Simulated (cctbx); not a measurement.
# Interatomic vectors of TmB4Pt4

Space group P4_2/nmc (no. 137, origin choice 1), a = 5.3880 Å, b = 5.3880 Å, c = 7.6170 Å, α = 90.00°, β = 90.00°, γ = 90.00°, content Pt8 Tm2 B8.

Simulated single-crystal data (cctbx): synchrotron X-rays, λ = 0.6889 Å, to d = 0.6 Å, 95 % of the full sphere, strongest reflection 40000 counts, noise from counting, a 4 % proportional error and a noise floor of 2 counts (s.d.); no absorption.

Patterson synthesis, origin scaled to 1000:

```text
Patterson group P 4/m m m
      u       v       w   height  length (A)
  0.000   0.000   0.000   1000.0     0.00
  0.248   0.248   0.500    409.2     4.25
  0.000   0.500   0.000    407.9     2.69
  0.500   0.500   0.191    405.8     4.08
  0.252   0.252   0.309    199.6     3.04
  0.000   0.500   0.191    198.6     3.06
  0.247   0.500   0.153    177.0     3.22
  0.000   0.253   0.347    176.0     2.98
  0.500   0.500   0.500    159.0     5.39
  0.000   0.059   0.105     12.0     0.86
  0.053   0.132   0.034     11.2     0.81
  0.500   0.500   0.078      7.4     3.86
  0.084   0.500   0.100      6.7     2.84
  0.000   0.000   0.269      6.6     2.05
```

**Question.** Which atom pairs make the peaks, and where is the heaviest atom?

A peak at u stands for all pairs with xi − xj = u, with weight Σ ZiZj against Σ Z² = 58394 at the origin. Peak heights follow these weights only roughly, since form factors, motion and series ripples differ, all vectors within 0.55 Å of a peak are counted as merged into it though the farther ones add only part of their weight, and F(000) is left out, which lowers the whole map:

| u | v | w | shortest length (Å) | height | 1000 ΣZiZj/ΣZ² | pairs in the cell |
| --- | --- | --- | --- | --- | --- | --- |
| 0.248 | 0.248 | 0.500 | 4.25 | 409 | 417 | 4 × Pt–Pt |
| 0.000 | 0.500 | 0.000 | 2.69 | 408 | 417 | 4 × Pt–Pt |
| 0.500 | 0.500 | 0.191 | 4.08 | 406 | 418 | 4 × Pt–Pt, 4 × B–B |
| 0.252 | 0.252 | 0.309 | 3.04 | 200 | 208 | 2 × Pt–Pt |
| 0.000 | 0.500 | 0.191 | 3.06 | 199 | 208 | 2 × Pt–Pt |
| 0.247 | 0.500 | 0.153 | 3.22 | 177 | 196 | 2 × Pt–Tm, 2 × Tm–B |
| 0.000 | 0.253 | 0.347 | 2.97 | 176 | 196 | 2 × Pt–Tm, 2 × Tm–B |
| 0.500 | 0.500 | 0.500 | 5.39 | 159 | 270 | 2 × Tm–Tm, 16 × Pt–B |

The table stops at ten peaks or at a height of 45, below which ripples compete. In the model behind the data Pt, the heaviest element, has 1 independent site: (1/2, 0.2477, 0.1542), up to an allowed shift of origin; the Pt–Pt vectors are differences of these positions and their symmetry mates. Elements of similar Z can't be told apart from the map alone. The whole model:

| atom | mult. | x | y | z | Ueq (Å²) |
| --- | --- | --- | --- | --- | --- |
| Pt1 | 8 | 1/2 | 0.2477 | 0.1542 | 0.0110 |
| Tm1 | 2 | 1/2 | 1/2 | 1/2 | 0.0086 |
| B1 | 8 | 1/2 | 0.8316 | 0.8594 | 0.0255 |

The model is made up (kin elements in a known structure type, no relaxation), so it says nothing on whether the phase exists.

[Logs are printed without paths, hosts, clocks, repeated set-up lines and the standing remarks that a program may print on its own settings, such as how far it seeks lower states.]
